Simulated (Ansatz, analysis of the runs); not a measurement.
# A defect in a wire: W wire along [100], 3 atoms a period, divacancy of W and W, part 2 of 2

Aim: how much does this defect scatter, and at which energies?

Ansatz 0.2.0; DFT PBE, plane waves, PAW; relaxation of a wire's period (the session's first sound run).

So far. Step 3 (The perfect wire): At the computed energy nearest the Fermi level there are 4 channels a spin, and the thermal average gives 3.97 G₀. Step 4 (Relaxation of the scattering region): The largest force component on a free atom ends at 0.053 eV/Å, under the limit of 0.06.  7 atoms of the wire itself, hydrogen apart, moved by over 0.45 Å, up to 1.14 Å.

## (5) The open system

This step: DFT PBE, plane waves, PAW; transmission of a junction in a wire (Ansatz 0.2.0).

The cell is now read as a scatterer between two semi-infinite leads, named by two sites one period apart. The scattering states in its self-consistent potential are matched to the leads' states at each energy. One point across is taken, as for a wire in vacuum.

The input, input.yaml:

```yaml
crystal:
  lattice:
    - [9.97, 0.0, 0.0]
    - [0.0, 8.385, 0.0]
    - [0.0, 0.0, 22.9458189554]
  atoms:
    - { symbol: W, position: [0.5, 0.374264404, 0.0] }
    - { symbol: W, position: [0.374725095, 0.610124804, 0.055555556] }
    - { symbol: W, position: [0.625274905, 0.610124804, 0.055555556] }
    - { symbol: W, position: [0.5, 0.374264404, 0.111111111] }
    - { symbol: W, position: [0.374725095, 0.610124804, 0.166666667] }
    - { symbol: W, position: [0.625274905, 0.610124804, 0.166666667] }
    - { symbol: W, position: [0.5, 0.374264404, 0.222222222] }
    - { symbol: W, position: [0.374725095, 0.610124804, 0.277777778] }
[... 13 atom lines left out ...]
    - { symbol: W, position: [0.625274905, 0.610124804, 0.833333333] }
    - { symbol: W, position: [0.5, 0.374264404, 0.888888889] }
    - { symbol: W, position: [0.374725095, 0.610124804, 0.944444444] }
    - { symbol: W, position: [0.625274905, 0.610124804, 0.944444444] }
kpoints:
  mp_grid: { grid: [1, 1, 4] }
scf:
  occupations: { method: fermi_dirac, width: 0.05 }
hamiltonian:
  xc: pbe
output:
  transmission:
    e_range: [-1.26, 1.26]
    de: 0.035
    kmesh: [1, 1]
    reduced_basis: true
    leads: [[22, 0]]
  dos: { projected: true, e_range: [-4, 3] }
  write_potential: true
  write_density: true
  volumetric_format: npy
  elf: true
basis:
  ecutwfc: "350 eV"
```

Started as:

```
$ ansatz run input.yaml --threads 4 --pin off --max-ram 16384MiB --backend cpu --events-out ev --progress --plain --runs-dir out
```

Wall time 3 min (4 threads of Arm Neoverse V1, shared host); peak memory 3.3 GiB; 11 min of CPU time.

Numbers from this step:

- energy at zero smearing: -259542.9455 eV
- transmission at the energy nearest the Fermi level, one spin: 1.261
- step of the lead's Hamiltonian: 34.1 meV
- conductance of the junction: 1.108 G₀

Table of transmission, one spin by energy, zero at the Fermi level:

energy (eV), transmission, one spin and a bar from the least value:
```
    -1.26       1.57 #####################
    -1.19       0.47 ##
    -1.08       0.81 ########
    -1.01       0.76 #######
    -0.91       0.78 #######
    -0.84       1.29 ################
    -0.77       2.11 ##############################
    -0.73       2.08 ##############################
    -0.67       1.59 #####################
    -0.56       1.43 ##################
    -0.49       1.38 ##################
    -0.39       1.56 #####################
    -0.32       1.66 ######################
    -0.21       2.05 #############################
    -0.14       1.29 ################
    -0.04       1.22 ###############
     0.00       1.26 ################
     0.04       0.90 ##########
     0.14       1.03 ############
     0.21       1.14 ##############
     0.32       0.49 ###
     0.39       0.91 ##########
     0.49       0.34 
     0.56       0.61 #####
     0.67       1.83 #########################
     0.70       1.88 ##########################
     0.73       1.86 ##########################
     0.84       1.45 ###################
     0.91       2.10 ##############################
     1.01       1.64 ######################
     1.08       1.38 ##################
     1.19       1.51 ####################
     1.26       1.66 ######################
```

Table of open channels of the lead, one spin by energy, zero at the Fermi level:

| energy (eV) | open channels of the lead, one spin |
| --- | --- |
| -1.26 | 8 |
| -1.19 | 4 |
| -1.08 | 5 |
| -1.01 | 5 |
| -0.91 | 3 |
| -0.84 | 5 |
| -0.73 | 6 |
| -0.67 | 6 |
| -0.56 | 6 |
| -0.49 | 6 |
| -0.39 | 8 |
| -0.32 | 7 |
| -0.21 | 4 |
| -0.14 | 4 |
| -0.04 | 4 |
| 0.00 | 4 |
| 0.04 | 3 |
| 0.14 | 3 |
| 0.21 | 2 |
| 0.32 | 2 |
| 0.39 | 2 |
| 0.49 | 3 |
| 0.56 | 3 |
| 0.67 | 5 |
| 0.73 | 5 |
| 0.84 | 5 |
| 0.91 | 7 |
| 1.01 | 7 |
| 1.08 | 6 |
| 1.19 | 6 |
| 1.26 | 6 |

Projected DOS an atom over height of the atomic layer and energy from the Fermi level.  broadened by a Gaussian of 0.15 eV, since few k-points sample the long cell.

Values in states/eV, 12 rows by 16 columns, each cell a mean:
```
2.22 1.28 1.69 1.14 1.28 1.47 1.15 1.69 2.11 1.91 1.86 1.68 1.48 1.24 2.05 1.24
1.17 1.23 1.15 1.41 1.61 1.73 1.25 1.30 1.48 2.13 1.25 1.43 1.54 1.41 1.13 1.22
0.96 1.29 1.13 1.42 1.62 1.49 1.40 1.12 0.93 1.27 1.07 1.21 1.24 1.27 1.05 1.34
1.30 1.39 1.37 1.47 1.55 1.35 1.59 1.19 0.85 1.24 1.54 1.78 1.55 1.39 1.41 1.38
1.29 1.43 1.33 1.38 1.25 1.32 1.70 1.15 0.77 0.91 0.97 1.26 1.16 1.39 1.20 1.54
1.00 1.40 1.29 1.33 0.98 1.07 1.50 1.03 0.99 0.80 0.98 1.06 1.19 1.34 1.25 1.32
1.57 1.50 1.41 1.31 0.98 1.10 1.34 1.01 1.99 1.20 1.19 1.25 1.30 1.44 1.47 1.58
0.65 0.83 0.69 0.70 1.00 1.54 1.31 1.51 1.63 1.35 0.93 0.96 0.81 0.73 0.66 0.83
0.97 1.11 0.90 1.12 1.45 1.79 1.67 2.13 1.83 1.66 1.97 1.43 1.34 1.17 0.97 1.13
1.60 1.52 1.80 1.65 1.62 1.46 1.41 1.30 1.43 1.24 1.34 1.35 1.63 1.66 1.69 1.44
1.56 1.16 1.19 1.10 1.12 1.17 0.93 0.98 1.19 1.21 0.94 0.89 1.03 0.99 1.25 1.10
0.37 0.30 0.43 0.60 0.74 0.76 0.69 1.32 1.21 1.43 0.72 0.55 0.51 0.49 0.62 0.44
```
Columns: height of the atomic layer (Å) from 0 to 21.7 (not evenly spaced); rows upwards: energy from the Fermi level (eV) from -3.98 to 1.47.

ELF in the ca plane at fractional y = 0.629, with atoms of W within 0.2 Å of it. It is the smooth field of the valence electrons, not physical close to the nuclei.

Ten even steps from '0' (0.00) to '9' (0.70), each cell a mean:
```
00000000000000000000000000000000000000000000
00000000000000000000000000000000000000000000
11000000000000000000000001111221100112110011
21111110000000111111111111223443211234321124
22222211110001123332233222234675322367532246
22344333321011234543344322333686322479632247
42355444542112235654455324654585455468546547
84465445753355336753355338997565899757589975
96564334664488657643345469569556946955694695
95556774464367567568744559788445978844597884
54469797366444465696863535874343587434358743
55468268457666764782783455665444576544457654
45449898554455553499952444664343466434346643
74445655656997345456544337996343899634489963
96464336648999447766665359569556946954694695
95356556436997457544445559788566978855697885
62245555323553466434445646885685688568568856
31233333222333465434435753333696333479633347
22222221112223454332224653223685222478632247
11111110011122343211113553212454211356421235
11000000000111222110011332111222101123211123
00000000000000111000000111000000000001000001
00000000000000000000000000000000000000000000
00000000000000000000000000000000000000000000
```
Columns run along c (16.0 Å, from fractional 0.30 to 1.00 of the cell), rows up along a (10.0 Å). Atoms in or near the plane, at fractional coordinates: W at (0.38, 0.51), W at (0.60, 0.52), W at (0.72, 0.37), W at (0.72, 0.63), W at (0.83, 0.37), W at (0.83, 0.63), W at (0.94, 0.37), W at (0.94, 0.63).

Electrostatic potential energy in the ca plane at fractional y = 0.629, with atoms of W within 0.2 Å of it. With pseudopotentials it is smooth inside the atoms' cores, unlike the true potential.

Values in eV, 13 rows by 16 columns, each cell a mean:
```
  5   5   5   5   5   5   5   5   5   5   6   6   6   6   6   6
  5   5   5   5   5   5   5   5   5   5   5   5   5   6   5   6
  3   5   5   5   3   4   5   6   4   2   4   4   3   5   3   4
 -6   4   5   3  -3   0   5   5   2 -16  -7  -5 -16   0 -14  -8
-26  -1  -1   1 -21 -12  -1  -3  -4 -52 -32 -26 -54 -12 -50 -34
-17 -28 -35  -1 -15  -9 -30 -40  -5 -36 -20 -16 -38  -6 -35 -22
 -4 -39 -47  -4 -10  -1 -35 -46  -2  -8  -3  -2  -9   1  -7  -3
-22  -8 -10 -14 -48  -7  -5  -9  -4 -46 -27 -22 -49 -10 -44 -29
-22   4   4  -8 -32  -3  -3  -9  -4 -46 -27 -22 -48  -9 -44 -29
 -2   5   5   2  -1   3  -3  -8   1  -7  -2  -1  -7   2  -6  -2
  4   5   6   5   4   5   2   1   4   4   5   5   4   5   4   5
  5   5   5   5   5   5   4   4   5   5   5   6   6   6   6   6
  5   5   5   5   5   5   5   5   5   5   6   6   6   6   6   6
```
Columns run along c (16.0 Å, from fractional 0.30 to 1.00 of the cell; values clipped at the 3rd and 97th percentile), rows up along a (10.0 Å). Atoms in or near the plane, at fractional coordinates: W at (0.38, 0.51), W at (0.60, 0.52), W at (0.72, 0.37), W at (0.72, 0.63), W at (0.83, 0.37), W at (0.83, 0.63), W at (0.94, 0.37), W at (0.94, 0.63).

Valence density in the ca plane at fractional y = 0.629, with atoms of W within 0.2 Å of it. It is the smooth field of the valence electrons, not physical close to the nuclei.

Values in e/Å³, 13 rows by 16 columns, each cell a mean:
```
0.0 0.0 0.0 0.0 0.0 0.0 0.0 0.0 0.0 0.0 0.0 0.0 0.0 0.0 0.0 0.0
0.0 0.0 0.0 0.0 0.0 0.0 0.0 0.0 0.0 0.0 0.0 0.0 0.0 0.0 0.0 0.0
0.0 0.0 0.0 0.0 0.0 0.0 0.0 0.0 0.0 0.0 0.1 0.1 0.1 0.1 0.1 0.1
0.3 0.1 0.0 0.1 0.2 0.1 0.1 0.0 0.1 0.9 0.5 0.4 1.0 0.3 0.9 0.5
1.8 0.3 0.2 0.2 1.1 0.7 0.3 0.3 0.4 4.0 2.3 1.9 4.3 0.8 3.9 2.6
1.2 2.1 2.5 0.3 0.9 0.7 2.1 2.8 0.4 2.6 1.4 1.1 2.8 0.5 2.5 1.5
0.5 2.9 3.5 0.5 0.8 0.4 2.5 3.4 0.4 0.7 0.5 0.4 0.8 0.3 0.7 0.5
1.6 0.6 0.7 1.0 3.4 0.5 0.6 0.8 0.4 3.5 1.9 1.6 3.7 0.7 3.3 2.1
1.4 0.1 0.1 0.5 2.0 0.4 0.4 0.6 0.4 3.4 1.9 1.6 3.7 0.7 3.3 2.1
0.2 0.0 0.0 0.1 0.1 0.1 0.3 0.4 0.2 0.4 0.3 0.2 0.4 0.2 0.4 0.3
0.0 0.0 0.0 0.0 0.0 0.0 0.1 0.1 0.0 0.0 0.0 0.0 0.0 0.0 0.0 0.0
0.0 0.0 0.0 0.0 0.0 0.0 0.0 0.0 0.0 0.0 0.0 0.0 0.0 0.0 0.0 0.0
0.0 0.0 0.0 0.0 0.0 0.0 0.0 0.0 0.0 0.0 0.0 0.0 0.0 0.0 0.0 0.0
```
Columns run along c (16.0 Å, from fractional 0.30 to 1.00 of the cell), rows up along a (10.0 Å). Atoms in or near the plane, at fractional coordinates: W at (0.38, 0.51), W at (0.60, 0.52), W at (0.72, 0.37), W at (0.72, 0.63), W at (0.83, 0.37), W at (0.83, 0.63), W at (0.94, 0.37), W at (0.94, 0.63).

By hand: the program gives 1.0273 × 10^14 S/m² over the cell's cross-section of 83.60 Å² = 8.360 × 10^-19 m², so one cell conducts 8.588 × 10^-5 S. Divided by G0 = 2e²/h = 7.748 × 10^-5 S this is 1.11 G0, a resistance of 11.6 kΩ.

The conductance is 1.11 G₀, with 4 channels a spin open in the lead. The lead's Hamiltonian steps by 34.1 meV, which the program calls too much for a lead. The largest term of the program's error estimate is 28 %.

## (6) Conductance and thermopower from T(E)

This step: Landauer integrals over the computed T(E), interpolated linearly between its energies (analysis of the runs above).

Conductance and thermopower are moments of T(E) over the thermal window; sliding the window along E stands for a gate that leaves T(E) rigid.

This step gave:

```yaml
conductance_at_300_k_interpolated_from_t_e: 1.137 G₀
thermopower_at_300_k: 9.329 μV/K
lorenz_number_over_l0: 0.9787
```

T(E) held rigid; rough near sharp steps of T(E). Table of conductance at 300 K by shift of the leads' level:

| shift of the leads' level (eV) | conductance at 300 K (G₀) |
| --- | --- |
| -0.900 | 0.951 |
| -0.800 | 1.64 |
| -0.750 | 1.88 |
| -0.650 | 1.60 |
| -0.550 | 1.43 |
| -0.450 | 1.41 |
| -0.400 | 1.49 |
| -0.300 | 1.71 |
| -0.200 | 1.79 |
| -0.150 | 1.48 |
| -0.050 | 1.18 |
| 0.050 | 1.05 |
| 0.150 | 1.02 |
| 0.200 | 1.01 |
| 0.300 | 0.667 |
| 0.400 | 0.742 |
| 0.450 | 0.635 |
| 0.550 | 0.704 |
| 0.650 | 1.61 |
| 0.750 | 1.81 |
| 0.800 | 1.75 |
| 0.900 | 1.91 |

T(E) held rigid; rough near sharp steps of T(E). The thermopower at 300 K by shift of the leads' level:

| shift of the leads' level (eV) | thermopower at 300 K (μV/K) |
| --- | --- |
| -0.900 | -38.4 |
| -0.850 | -39.2 |
| -0.800 | -28.5 |
| -0.750 | -4.77 |
| -0.700 | 12.5 |
| -0.650 | 12.7 |
| -0.600 | 7.98 |
| -0.550 | 4.68 |
| -0.500 | 1.24 |
| -0.450 | -4.61 |
| -0.400 | -10.1 |
| -0.350 | -9.75 |
| -0.300 | -9.76 |
| -0.250 | -4.16 |
| -0.200 | 15.0 |
| -0.150 | 28.2 |
| -0.100 | 17.3 |
| -0.050 | 5.14 |
| 0.000 | 9.33 |
| 0.050 | 7.81 |
| 0.100 | 3.20 |
| 0.150 | -0.00548 |
| 0.200 | 11.6 |
| 0.250 | 30.9 |
| 0.300 | 21.8 |
| 0.350 | -11.6 |
| 0.400 | 2.19 |
| 0.450 | 27.7 |
| 0.500 | -9.25 |
| 0.550 | -65.3 |
| 0.600 | -59.4 |
| 0.650 | -28.7 |
| 0.700 | -7.71 |
| 0.750 | 1.65 |
| 0.800 | 3.11 |
| 0.850 | -7.25 |
| 0.900 | -5.66 |

The two levels move by half the bias each and T(E) is held rigid. Current from the zero-bias T(E) against bias:

| bias (V) | current from the zero-bias T(E) (μA) |
| --- | --- |
| 0.000 | 0 |
| 0.100 | 8.75 |
| 0.200 | 17.4 |
| 0.300 | 26.5 |
| 0.400 | 36.9 |
| 0.500 | 47.6 |
| 0.600 | 57.4 |
| 0.700 | 66.4 |
| 0.800 | 75.1 |
| 0.900 | 83.4 |
| 1.000 | 91.0 |
| 1.100 | 98.8 |
| 1.200 | 108 |
| 1.300 | 119 |
| 1.400 | 133 |
| 1.500 | 147 |
| 1.600 | 161 |
| 1.700 | 173 |
| 1.800 | 184 |
| 1.900 | 195 |

By hand, Mott's formula: S = −(π²k²T/3e) d ln T/dE, and π²k²T/3e = 7.33 μV/K × eV at 300 K. The computed T is 1.12 at -0.070 eV and 1.14 at +0.070 eV, so d ln T/dE ≈ 0.0795 per eV and S ≈ -0.583 μV/K, against 9.33 from the integrals. The signs differ: ln T is not straight over the thermal window, so the sign is not firm.

The thermopower is 9.33 μV/K. The Lorenz ratio is 0.98, where the Wiedemann-Franz law gives 1. Moving the level by up to 0.1 eV either way gives 3.2 to 17 μV/K.

## (7) The perfect wire

This step: DFT PBE, plane waves, PAW; channels and complex bands of a perfect wire; changed: output.transmission.kpoints = [[0, 0]], output.transmission.kmesh = [4, 4], scf.max_iter = 80 (Ansatz 0.2.0).

System of this step: W wire along [100], 3 atoms a period. The cell holds 3 atoms: 3 W. Its edges and angles: a = 9.970 Å, b = 8.385 Å, c = 2.550 Å, α = 90.0°, β = 90.0°, γ = 90.0°. Vacuum lies along a and b. The structure's axis is c.

The input of the run on the perfect lead is made doubtful on purpose.

The input, input.yaml:

```yaml
crystal:
  lattice:
    - [9.97, 0.0, 0.0]
    - [0.0, 8.385, 0.0]
    - [0.0, 0.0, 2.5495354395]
  atoms:
    - { symbol: W, position: [0.5, 0.374264404, 0.0] }
    - { symbol: W, position: [0.374725095, 0.610124804, 0.5] }
    - { symbol: W, position: [0.625274905, 0.610124804, 0.5] }
kpoints:
  mp_grid: { grid: [1, 1, 32] }
scf:
  occupations: { method: fermi_dirac, width: 0.05 }
  max_iter: 80
hamiltonian:
  xc: pbe
output:
  transmission:
    e_range: [-1.26, 1.26]
    de: 0.035
    kmesh: [4, 4]
    reduced_basis: true
    leads: [[0, 0]]
    kpoints: [[0, 0]]
basis:
  ecutwfc: "350 eV"
```

It took 0.05 s on 4 threads; peak memory 0.089 GiB.

The input was rejected at the start.

The program's message: “Error: inconsistent input (output.transmission.kmesh, output.transmission.kpoints): both name the wavevectors across the current: give one”

The change that led to it: output.transmission.kpoints = [[0, 0]] and output.transmission.kmesh = [4, 4].

## (8) Outcome

| Property | Result |
| --- | --- |
| conductance of the perfect wire | 3.97 G₀ |
| conductance, divacancy of W and W | 1.11 G₀ |
| thermopower, divacancy of W and W | 9.33 μV/K |

**Reading.** Summed over the computed window, 27 % of the lead's open channels pass the defect; the conductance at 300 K is 1.11 G₀. With divacancy of W and W, 30 % of the conductance of that run's own lead (3.65 G₀) is left, but 28 % of the perfect wire's own run (3.97 G₀): the two leads differ, so the share is not well defined. A plain interpolation of the computed T(E) gives 1.14 G₀ for that run; the program's 1.11 G₀ comes from its own average, which also places band edges between the computed energies. Transport is coherent and elastic here: the atoms are frozen, so scattering by vibrations plays no part. With divacancy of W and W several atoms of the wire itself moved far in the relaxation, so the changed stretch between the held leads may scatter as well as the defect. The free region is short: held atoms still bear up to 1.9 eV/Å after a relaxation. Spin-orbit coupling is left out, which matters for the bands of heavy atoms. In 1 run the program finds the step of the lead's Hamiltonian too large, so longer leads may change the transmission. One term of the program's error estimate for a conductance, of a junction or of the perfect wire, reaches 28 % in this session. A junction with open d shells ran without spin, and none was tried there; atoms at the junction may want a moment. A cutoff under the files' recommended one was taken to save time; its effect on T(E) was not tested here.

[Logs are printed without paths, hosts, clocks, repeated set-up lines and the standing remarks that a program may print on its own settings, such as how far it seeks lower states.]

[Hosts, paths, dates, database ids (printed as entryN), source tags and the programs' standing remarks are cut or masked in the printed files.]
